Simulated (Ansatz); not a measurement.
# V(100) with 4 thermally displaced layers, 2x2: scattering by thermal displacements, part 2 of 2

How much do lattice vibrations at 300 K scatter the electrons of V? Layers with random displacements are laid between perfect leads, and the resistance is followed against their length. The measured value for the pure metal at this temperature is 20.2 µΩ cm (CRC Handbook of Chemistry and Physics, 84th ed., 2003, Electrical Resistivity of Pure Metals).

Ansatz 0.2.0; Ansatz plane-wave DFT, PBE, PAW files; ballistic transport by layer matching (Landauer), zero bias; PAW set soft_1.

So far, open channels per spin nearest the Fermi level: step 2 (with 4 displaced layers) 10.0.

### Step 3. With 8 displaced layers

Each atom of 8 layers is moved at random, by amounts drawn from a normal law 0.0787 Å wide in each direction from the Debye model (380 K) at 300 K. A fresh draw is used; the growth of the resistance with length is what counts.

System of this step: V(100) with 8 thermally displaced layers, 2x2. The cell holds 72 atoms: 72 V. Cell: a = 6.052 Å, b = 6.052 Å, c = 27.234 Å, α = 90.0°, β = 90.0°, γ = 90.0°. It derives from V. Regions: lead, 40 atoms (40 V); scattering region, 32 atoms (32 V). The structure is stacked along c, and the current runs across the ab planes.

The input, input.yaml:

```yaml
crystal:
  lattice:
    - [6.052, 0.0, 0.0]
    - [0.0, 6.052, 0.0]
    - [0.0, 0.0, 27.234]
  atoms:
    - { symbol: V, position: [0.0, 0.0, 0.0277777778] }
    - { symbol: V, position: [0.0, 0.5, 0.0277777778] }
    - { symbol: V, position: [0.5, 0.0, 0.0277777778] }
    - { symbol: V, position: [0.5, 0.5, 0.0277777778] }
    - { symbol: V, position: [0.25, 0.25, 0.0833333333] }
    - { symbol: V, position: [0.25, 0.75, 0.0833333333] }
    - { symbol: V, position: [0.75, 0.25, 0.0833333333] }
    - { symbol: V, position: [0.75, 0.75, 0.0833333333] }
    - { symbol: V, position: [0.0, 0.0, 0.1388888889] }
    - { symbol: V, position: [0.0, 0.5, 0.1388888889] }
    - { symbol: V, position: [0.5, 0.0, 0.1388888889] }
    - { symbol: V, position: [0.5, 0.5, 0.1388888889] }
    - { symbol: V, position: [0.25, 0.25, 0.1944444444] }
    - { symbol: V, position: [0.25, 0.75, 0.1944444444] }
    - { symbol: V, position: [0.75, 0.25, 0.1944444444] }
    - { symbol: V, position: [0.75, 0.75, 0.1944444444] }
    - { symbol: V, position: [0.0, 0.0, 0.25] }
    - { symbol: V, position: [0.0, 0.5, 0.25] }
    - { symbol: V, position: [0.5, 0.0, 0.25] }
    - { symbol: V, position: [0.5, 0.5, 0.25] }
    - { symbol: V, position: [0.2454784963, 0.2571721034, 0.3044569713] }
    - { symbol: V, position: [0.2557091347, 0.7627396785, 0.3039829745] }
    - { symbol: V, position: [0.7660146799, 0.2710928187, 0.3086741834] }
    - { symbol: V, position: [0.7651577437, 0.7642646843, 0.3120715601] }
    - { symbol: V, position: [0.0024172645, 2.71051e-05, 0.3628541947] }
    - { symbol: V, position: [0.9881882215, 0.4797997374, 0.3585619568] }
    - { symbol: V, position: [0.5048454999, 0.0061524238, 0.3566707709] }
    - { symbol: V, position: [0.4755041008, 0.4958883261, 0.3605675955] }
    - { symbol: V, position: [0.2493601052, 0.2587315868, 0.4202182082] }
    - { symbol: V, position: [0.2530029863, 0.7579684374, 0.4135013459] }
    - { symbol: V, position: [0.7347012064, 0.2530724619, 0.418587657] }
    - { symbol: V, position: [0.7594453567, 0.7577090671, 0.4189330632] }
    - { symbol: V, position: [0.0105324386, 0.977211477, 0.4701003572] }
    - { symbol: V, position: [0.0059197037, 0.5077601794, 0.4678520158] }
    - { symbol: V, position: [0.5152565684, 0.9942926521, 0.4715504748] }
    - { symbol: V, position: [0.5035612228, 0.5097495848, 0.4680802683] }
    - { symbol: V, position: [0.2628745771, 0.2510052612, 0.5255499946] }
    - { symbol: V, position: [0.2464198603, 0.7215714853, 0.5259060492] }
    - { symbol: V, position: [0.7523658754, 0.2407782513, 0.5268297644] }
    - { symbol: V, position: [0.7480912421, 0.7506292308, 0.5307275928] }
    - { symbol: V, position: [0.9996762112, 0.9966189164, 0.5848901104] }
    - { symbol: V, position: [0.0270080076, 0.4955423019, 0.5848156077] }
    - { symbol: V, position: [0.4794859318, 0.0174991862, 0.5852390648] }
    - { symbol: V, position: [0.5173340883, 0.4992318758, 0.5803194175] }
    - { symbol: V, position: [0.2615244002, 0.2598002848, 0.6363829978] }
    - { symbol: V, position: [0.2308433421, 0.7558413098, 0.6383935366] }
    - { symbol: V, position: [0.7839732335, 0.2420112508, 0.6373612533] }
    - { symbol: V, position: [0.7485594253, 0.7283446454, 0.6363192749] }
    - { symbol: V, position: [0.021386206, 0.9982913352, 0.6926860971] }
    - { symbol: V, position: [0.983457985, 0.5075496311, 0.6963470375] }
    - { symbol: V, position: [0.5033353869, 0.9949381369, 0.6953275017] }
    - { symbol: V, position: [0.5049628618, 0.4911445695, 0.6962430921] }
    - { symbol: V, position: [0.25, 0.25, 0.75] }
    - { symbol: V, position: [0.25, 0.75, 0.75] }
    - { symbol: V, position: [0.75, 0.25, 0.75] }
    - { symbol: V, position: [0.75, 0.75, 0.75] }
    - { symbol: V, position: [0.0, 0.0, 0.8055555556] }
    - { symbol: V, position: [0.0, 0.5, 0.8055555556] }
    - { symbol: V, position: [0.5, 0.0, 0.8055555556] }
    - { symbol: V, position: [0.5, 0.5, 0.8055555556] }
    - { symbol: V, position: [0.25, 0.25, 0.8611111111] }
    - { symbol: V, position: [0.25, 0.75, 0.8611111111] }
    - { symbol: V, position: [0.75, 0.25, 0.8611111111] }
    - { symbol: V, position: [0.75, 0.75, 0.8611111111] }
    - { symbol: V, position: [0.0, 0.0, 0.9166666667] }
    - { symbol: V, position: [0.0, 0.5, 0.9166666667] }
    - { symbol: V, position: [0.5, 0.0, 0.9166666667] }
    - { symbol: V, position: [0.5, 0.5, 0.9166666667] }
    - { symbol: V, position: [0.25, 0.25, 0.9722222222] }
    - { symbol: V, position: [0.25, 0.75, 0.9722222222] }
    - { symbol: V, position: [0.75, 0.25, 0.9722222222] }
    - { symbol: V, position: [0.75, 0.75, 0.9722222222] }
kpoints:
  mp_grid: { grid: [4, 4, 1] }
hamiltonian:
  xc: pbe
  pseudopotentials: { kind: paw, azcp: { folder: soft_1 } }
scf:
  occupations: { method: fermi_dirac, width: 0.1 }
output:
  transmission: { leads: [[0, 4]], kmesh: [8, 8], e_range: [-0.05, 0.05], de: 0.05 }
  write_potential: true
  write_density: true
  volumetric_format: npy
```

Launch:

```sh
ansatz run input.yaml --threads 4 --pin off --max-ram 15360MiB --backend cpu --events-out ev --progress --plain --runs-dir out
```

Numbers of over 12 decimals in the logs are rounded to 6 here.

What it wrote:

```text
[...]
Crystal: 72 atoms, lattice volume = 997.492 Å³
Basis set: ecut = 420 eV, 19487 PW (Γ)
Bands: 562, of which v1, the nominal top of the filled ones, is band 468 counted from 1 (467 counted from 0)
Symmetry: 1 space group operations
[...]
k-points: 10 of 16 (time reversal used)
[...]
SCF iter   1: F=—  HF=-209712.017958 eV  |F-HF|=—  |Δ(HF+E_count)|=         —  Δρ=8.24e-2  dr2=7.89e1  ethr=3.10e-3  ⟨swp⟩=6.2  Hψ=20182  notcnv=0
[...]
SCF iter  10: F=-209693.615816 eV  HF=-209693.615816 eV  |F-HF|=4.57e-8  |Δ(HF+E_count)|=   2.44e-8  Δρ=1.89e-6  dr2=4.82e-8  ethr=1.07e-11  ⟨swp⟩=10.6  Hψ=13703  notcnv=0
SCF 1 converged in 10 iterations: F = -209693.615816 eV  dr2 = 4.82e-8
[...]
transmission: 117 of 1156 steps passed
transmission: 237 of 1156 steps passed
[...]
transmission: 1156 of 1156 steps passed
SCF converged after 10 iterations
Free energy (F): -209693.615816 eV
[...]
Internal energy: -209689.540346 eV  (E = F + TS)
E sigma→0 (E₀):  -209691.578081 eV
Entropy (-TS):   -4.075471 eV (-56.604 meV/atom)
Fermi energy:    16.067453 eV
[...]
--- Band table (eV; the first three rows and the last of 10) ---
  k-point 0: bands = [... 464 lower, 16.4382, 16.4418, 16.4435, 16.4470, 16.4510, 16.4668, 16.4715, 16.4833, ... 90 higher]
  k-point 1: bands = [... 464 lower, 16.2453, 16.2524, 16.2645, 16.2719, 16.2818, 16.2958, 16.3365, 16.3562, ... 90 higher]
  k-point 2: bands = [... 464 lower, 15.9789, 15.9886, 16.0128, 16.0178, 16.0248, 16.0315, 16.0356, 16.0435, ... 90 higher]
  k-point 9: bands = [... 464 lower, 15.5821, 15.5880, 15.6001, 15.6035, 15.6080, 15.6110, 15.6155, 15.6262, ... 90 higher]
--- Transmission ---
  basis      : 325 plane waves across, 34 finite elements along
  points     : 34, standing for a mesh of 8 x 8
[...]
channels       : 1.004688e1 a spin
[...]
junction   : crystal 0 to crystal 0, 0.70 to 26.42 Å
    transmission   : 5.656470e0 a spin
[...]
```

Run time: 24 min. Hardware: 4 threads of Arm Neoverse V1, shared host; peak memory 9.7 GiB.

Numbers from this step:

* free energy: -209693.6158 eV
* energy at zero smearing: -209691.5781 eV
* Fermi energy: 16.07 eV
* transmission per spin nearest the Fermi level: 5.656
* step of the lead's potential: 1.2 meV

Per spin. Transmission, zone mean against energy, zero at the Fermi level:

```tsv
energy (eV)	transmission, zone mean
-0.0500	5.79
0.0000	5.66
0.0500	5.34
```

Over the solved energies the transmission per spin lies between 5.34 and 5.79, out of 9.90 channels of the lead on average (up to 10.4).

### Step 4. With 12 displaced layers

Each atom of 12 layers is moved at random, by amounts drawn from a normal law 0.0787 Å wide in each direction from the Debye model (380 K) at 300 K. A fresh draw is used; the growth of the resistance with length is what counts.

System of this step: V(100) with 12 thermally displaced layers, 2x2. The cell holds 88 atoms: 88 V. Its edges and angles: a = 6.052 Å, b = 6.052 Å, c = 33.286 Å, α = 90.0°, β = 90.0°, γ = 90.0°. It derives from V. Regions: lead, 40 atoms (40 V); scattering region, 48 atoms (48 V). The structure is stacked along c, and the current runs across the ab planes.

The input, input.yaml:

```yaml
crystal:
  lattice:
    - [6.052, 0.0, 0.0]
    - [0.0, 6.052, 0.0]
    - [0.0, 0.0, 33.286]
  atoms:
    - { symbol: V, position: [0.0, 0.0, 0.0227272727] }
    - { symbol: V, position: [0.0, 0.5, 0.0227272727] }
    - { symbol: V, position: [0.5, 0.0, 0.0227272727] }
    - { symbol: V, position: [0.5, 0.5, 0.0227272727] }
    - { symbol: V, position: [0.25, 0.25, 0.0681818182] }
    - { symbol: V, position: [0.25, 0.75, 0.0681818182] }
    - { symbol: V, position: [0.75, 0.25, 0.0681818182] }
    - { symbol: V, position: [0.75, 0.75, 0.0681818182] }
    - { symbol: V, position: [0.0, 0.0, 0.1136363636] }
    - { symbol: V, position: [0.0, 0.5, 0.1136363636] }
    - { symbol: V, position: [0.5, 0.0, 0.1136363636] }
    - { symbol: V, position: [0.5, 0.5, 0.1136363636] }
    - { symbol: V, position: [0.25, 0.25, 0.1590909091] }
    - { symbol: V, position: [0.25, 0.75, 0.1590909091] }
    - { symbol: V, position: [0.75, 0.25, 0.1590909091] }
    - { symbol: V, position: [0.75, 0.75, 0.1590909091] }
    - { symbol: V, position: [0.0, 0.0, 0.2045454545] }
    - { symbol: V, position: [0.0, 0.5, 0.2045454545] }
    - { symbol: V, position: [0.5, 0.0, 0.2045454545] }
    - { symbol: V, position: [0.5, 0.5, 0.2045454545] }
    - { symbol: V, position: [0.2224881593, 0.233235226, 0.2492813313] }
    - { symbol: V, position: [0.2485888856, 0.7348576997, 0.2507773242] }
    - { symbol: V, position: [0.7637289673, 0.2558662462, 0.2505309411] }
    - { symbol: V, position: [0.7607718766, 0.7552601472, 0.2472986211] }
    - { symbol: V, position: [0.9973655061, 0.0167947137, 0.2927647499] }
    - { symbol: V, position: [0.0008102189, 0.4949391441, 0.2933310323] }
    - { symbol: V, position: [0.4868442956, 0.0013138583, 0.2962002486] }
    - { symbol: V, position: [0.5040190284, 0.4811930795, 0.2947717639] }
    - { symbol: V, position: [0.2544963476, 0.262313965, 0.3424993613] }
    - { symbol: V, position: [0.2608158597, 0.7642691102, 0.3428574072] }
    - { symbol: V, position: [0.7393976505, 0.2507548653, 0.3392227422] }
    - { symbol: V, position: [0.7190270857, 0.7281387376, 0.3458487267] }
    - { symbol: V, position: [0.9854687106, 0.9708397133, 0.3849806502] }
    - { symbol: V, position: [0.0197725673, 0.4994152903, 0.3873286251] }
    - { symbol: V, position: [0.4964843177, 0.9989175423, 0.3893588605] }
    - { symbol: V, position: [0.5103524885, 0.4988782319, 0.3884720374] }
    - { symbol: V, position: [0.2639742708, 0.2471495767, 0.4324566078] }
    - { symbol: V, position: [0.2533050849, 0.7413082921, 0.4345396499] }
    - { symbol: V, position: [0.7478273643, 0.2419433232, 0.4278554512] }
    - { symbol: V, position: [0.7335424706, 0.7698393095, 0.4291222901] }
    - { symbol: V, position: [0.005586691, 0.9952249818, 0.4784818567] }
    - { symbol: V, position: [0.0078333396, 0.4899038168, 0.4765825584] }
    - { symbol: V, position: [0.5012922034, 0.0014897819, 0.4772053105] }
    - { symbol: V, position: [0.4959257179, 0.5081859518, 0.4803872601] }
    - { symbol: V, position: [0.2570296843, 0.2403739141, 0.523663567] }
    - { symbol: V, position: [0.2507947067, 0.756003837, 0.5270897468] }
    - { symbol: V, position: [0.747217372, 0.249850408, 0.520630677] }
    - { symbol: V, position: [0.7462420001, 0.7425977602, 0.5265103718] }
    - { symbol: V, position: [0.0039534227, 0.9925617654, 0.5727444063] }
    - { symbol: V, position: [0.9827265081, 0.5112013717, 0.5705849163] }
    - { symbol: V, position: [0.5074646127, 0.9966035142, 0.5678758397] }
    - { symbol: V, position: [0.4955331112, 0.510223503, 0.562674648] }
    - { symbol: V, position: [0.2433508997, 0.2519761517, 0.6122620901] }
    - { symbol: V, position: [0.2263608254, 0.7468418243, 0.6118506313] }
    - { symbol: V, position: [0.7604080955, 0.2681743144, 0.6138004261] }
    - { symbol: V, position: [0.724845191, 0.7474483795, 0.6114510924] }
    - { symbol: V, position: [0.0088701383, 0.0219987123, 0.6598415242] }
    - { symbol: V, position: [0.0264699892, 0.5196979655, 0.6607379826] }
    - { symbol: V, position: [0.4888118083, 0.002716749, 0.6559241479] }
    - { symbol: V, position: [0.5149689434, 0.5031049028, 0.6626352577] }
    - { symbol: V, position: [0.2554654518, 0.2265339714, 0.7064080594] }
    - { symbol: V, position: [0.2639744947, 0.7735302344, 0.7025926852] }
    - { symbol: V, position: [0.7399119749, 0.2527560345, 0.7023970749] }
    - { symbol: V, position: [0.7339803625, 0.7376107552, 0.7110003002] }
    - { symbol: V, position: [0.9935047784, 0.9884115171, 0.7492154063] }
    - { symbol: V, position: [0.0014640568, 0.5181730911, 0.7524831058] }
    - { symbol: V, position: [0.5116033059, 0.0019140022, 0.7506126311] }
    - { symbol: V, position: [0.4930263214, 0.4817366373, 0.7550588891] }
    - { symbol: V, position: [0.25, 0.25, 0.7954545455] }
    - { symbol: V, position: [0.25, 0.75, 0.7954545455] }
    - { symbol: V, position: [0.75, 0.25, 0.7954545455] }
    - { symbol: V, position: [0.75, 0.75, 0.7954545455] }
    - { symbol: V, position: [0.0, 0.0, 0.8409090909] }
    - { symbol: V, position: [0.0, 0.5, 0.8409090909] }
    - { symbol: V, position: [0.5, 0.0, 0.8409090909] }
    - { symbol: V, position: [0.5, 0.5, 0.8409090909] }
    - { symbol: V, position: [0.25, 0.25, 0.8863636364] }
    - { symbol: V, position: [0.25, 0.75, 0.8863636364] }
    - { symbol: V, position: [0.75, 0.25, 0.8863636364] }
    - { symbol: V, position: [0.75, 0.75, 0.8863636364] }
    - { symbol: V, position: [0.0, 0.0, 0.9318181818] }
    - { symbol: V, position: [0.0, 0.5, 0.9318181818] }
    - { symbol: V, position: [0.5, 0.0, 0.9318181818] }
    - { symbol: V, position: [0.5, 0.5, 0.9318181818] }
    - { symbol: V, position: [0.25, 0.25, 0.9772727273] }
    - { symbol: V, position: [0.25, 0.75, 0.9772727273] }
    - { symbol: V, position: [0.75, 0.25, 0.9772727273] }
    - { symbol: V, position: [0.75, 0.75, 0.9772727273] }
kpoints:
  mp_grid: { grid: [4, 4, 1] }
hamiltonian:
  xc: pbe
  pseudopotentials: { kind: paw, azcp: { folder: soft_1 } }
scf:
  occupations: { method: fermi_dirac, width: 0.1 }
output:
  transmission: { leads: [[0, 4]], kmesh: [8, 8], e_range: [-0.05, 0.05], de: 0.05 }
  write_potential: true
  write_density: true
  volumetric_format: npy
```

What it wrote:

```text
[...]
Crystal: 88 atoms, lattice volume = 1219.156 Å³
Basis set: ecut = 420 eV, 23843 PW (Γ)
Bands: 687, of which v1, the nominal top of the filled ones, is band 572 counted from 1 (571 counted from 0)
Symmetry: 1 space group operations
[...]
k-points: 10 of 16 (time reversal used)
[...]
SCF iter   1: F=—  HF=-256315.362595 eV  |F-HF|=—  |Δ(HF+E_count)|=         —  Δρ=8.51e-2  dr2=1.28e2  ethr=3.10e-3  ⟨swp⟩=6.2  Hψ=25460  notcnv=0
[...]
SCF iter  11: F=-256291.431608 eV  HF=-256291.431608 eV  |F-HF|=6.61e-9  |Δ(HF+E_count)|=   7.01e-9  Δρ=6.77e-7  dr2=6.63e-9  ethr=8.74e-12  ⟨swp⟩=2.0  Hψ=12689  notcnv=0
SCF 1 converged in 11 iterations: F = -256291.431608 eV  dr2 = 6.63e-9
[...]
transmission: 150 of 1428 steps passed
transmission: 294 of 1428 steps passed
[...]
transmission: 1428 of 1428 steps passed
SCF converged after 11 iterations
Free energy (F): -256291.431608 eV
[...]
Internal energy: -256286.523986 eV  (E = F + TS)
E sigma→0 (E₀):  -256288.977797 eV
Entropy (-TS):   -4.907622 eV (-55.768 meV/atom)
Fermi energy:    16.074051 eV
[...]
--- Band table (eV; the first three rows and the last of 10) ---
  k-point 0: bands = [... 568 lower, 16.4753, 16.4833, 16.4921, 16.4968, 16.5074, 16.5194, 16.5231, 16.5267, ... 111 higher]
  k-point 1: bands = [... 568 lower, 16.2692, 16.2810, 16.2911, 16.2980, 16.3232, 16.3278, 16.3350, 16.3479, ... 111 higher]
  k-point 2: bands = [... 568 lower, 15.9662, 15.9689, 15.9914, 16.0022, 16.0244, 16.0327, 16.0447, 16.0566, ... 111 higher]
  k-point 9: bands = [... 568 lower, 15.6177, 15.6312, 15.6339, 15.6373, 15.6411, 15.6520, 15.6539, 15.6687, ... 111 higher]
--- Transmission ---
  basis      : 325 plane waves across, 42 finite elements along
  points     : 34, standing for a mesh of 8 x 8
[...]
channels       : 1.004688e1 a spin
[...]
junction   : crystal 0 to crystal 0, 0.70 to 32.47 Å
    transmission   : 4.291052e0 a spin
[...]
```

Wall time 34 min (4 threads); peak memory 7.2 GiB.

Numbers from this step:

| Item | Value |
| --- | --- |
| free energy | -256291.4316 eV |
| energy at zero smearing | -256288.9778 eV |
| transmission per spin nearest the Fermi level | 4.291 |
| step of the lead's potential | 1.5 meV |

Per spin. Transmission, zone mean against energy, zero at the Fermi level:

```tsv
energy (eV)	transmission, zone mean
-0.0500	4.43
0.0000	4.29
0.0500	4.02
```

Over the solved energies the transmission per spin lies between 4.02 and 4.43, out of 9.90 channels of the lead on average (up to 10.4).

### Step 5. Resistance against length

This step: Ansatz plane-wave DFT, PBE, PAW files; ballistic transport by layer matching (Landauer), zero bias; resistivity from the slope of the area resistance; PAW set soft_1 (Ansatz 0.2.0).

This step gave:

```yaml
resistivity: 39.67 µΩ cm
intercept: -0.09401 fΩ m²
scatter_about_the_fit: 0.01323 fΩ m²
```

Resistance, by row:

```tsv
run	length (Å)	T	channels N	RA (fΩ m²)
n4	6.052	7.517	9.984	0.1554
n8	12.1	5.595	9.901	0.3674
n12	18.16	4.247	9.901	0.6356
```

The area resistance by length of the displaced region:

```tsv
length of the displaced region (Å)	area resistance (fΩ m²)
6.05	0.155
12.10	0.367
18.16	0.636
```

The area resistance goes from 0.16 to 0.64 fΩ m² between 6.1 and 18.2 Å, a slope of 40 µΩ cm.

By hand from the end points: (0.6356 − 0.1554) fΩ m² / (18.16 − 6.05) Å = 40 µΩ cm, since 1 fΩ m² per Å is 1000 µΩ cm.

### Step 6. Outcome

```
resistivity from the slope  : 39.7 µΩ cm
area resistance over 6.05 Å : 0.155 fΩ m²
area resistance over 12.1 Å : 0.367 fΩ m²
area resistance over 18.2 Å : 0.636 fΩ m²
```

In words: The slope gives 40 µΩ cm. The points scatter by 0.013 fΩ m² about the line, with one random draw a length in a 2x2 cell, so the slope is a rough value. The mean square of the displacements drawn is 0.78, 0.91 and 1.0 of the nominal one at the three lengths; with each resistance scaled back by that, the slope is 35 µΩ cm, the value used below. Read with a model of isotropic scattering on a spherical Fermi surface and the lead's 2.1×10¹⁵ S/m², this slope means a mean free path near 10 Å; over these lengths the model's slope is within 3 % of its bulk resistivity. Uncorrelated displacements put too much weight on short waves, which scatter strongly; with the sideways repeat of a small cell, one draw and three short lengths, the method is good to a factor of two or three. The measured value is 20.2 µΩ cm (CRC Handbook of Chemistry and Physics, 84th ed., 2003, Electrical Resistivity of Pure Metals); the scaled slope is 1.7 times that: clearly high.

[Logs are printed without paths, hosts, clocks, repeated set-up lines and the standing remarks that a program may print on its own settings, such as how far it seeks lower states.]

[Hosts, paths, dates, database ids (printed as entryN), source tags and the programs' standing remarks are cut or masked in the printed files.]
